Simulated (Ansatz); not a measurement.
# SmPt3: which shell does photoemission see at 21.2 and 150 eV? (LDA)

The valence band of SmPt3 mixes several shells. Work out by hand which one leads the spectrum's area at each photon energy.

Filled states come from the projected DOS of Ansatz 0.2.0 (LDA+U, plane waves); cross sections σ and asymmetry parameters β are those of free atoms in a Dirac–Hartree–Slater calculation. A shell's area is states × σ × angular factor, which is 1 + β·P₂(cos θ) for linear light, with θ = 30° from the polarisation and P₂ = 0.625.

**At 21.2 eV** (states counted from 11.2 eV below the zero; other shells add 0.4 to the products' sum of 109):

```
shell  filled states a cell  cross section (Mb an electron)      β  angular factor  product  share by hand (%)  share in the simulated spectrum (%)
Pt 5d                 26.58                            3.62  -0.01            0.99     95.4                 88                                   88
Sm 5d                  2.70                            2.67   0.68            1.43     10.3                  9                                    9
Sm 4f                  5.18                           0.243   1.45            1.91      2.4                  2                                    2
```

**At 150 eV** (states counted from 21.6 eV below the zero; other shells add 0.22 to the products' sum of 5.61):

| shell | filled states a cell | cross section (Mb an electron) | β | angular factor | product | share by hand (%) | share in the simulated spectrum (%) |
| --- | --- | --- | --- | --- | --- | --- | --- |
| Pt 5d | 26.71 | 0.023 | 1.80 | 2.13 | 1.3 | 23 | 23 |
| Sm 5d | 2.72 | 0.00439 | -0.55 | 0.65 | 0.00784 | 0 | 0 |
| Sm 4f | 5.18 | 0.613 | 0.46 | 1.28 | 4.08 | 73 | 73 |

Pt 5d leads at 21.2 eV and Sm 4f at 150 eV. Between the two energies σ of Pt 5d changes by a factor 0.0063 and that of Sm 4f by 2.5, so their ratio moves 398-fold in favour of the second. The simulated spectrum uses the same rule on the energy-resolved DOS, so the two share columns agree within a few points.

Only crystals where the two columns agree within 4 points and the lead is clear are worked in this form. Free-atom cross sections ignore the solid's final states, no escape depth or background enters, and the count of states a shell hangs on the projection.

[Logs are printed without paths, hosts, clocks, repeated set-up lines and the standing remarks that a program may print on its own settings, such as how far it seeks lower states.]
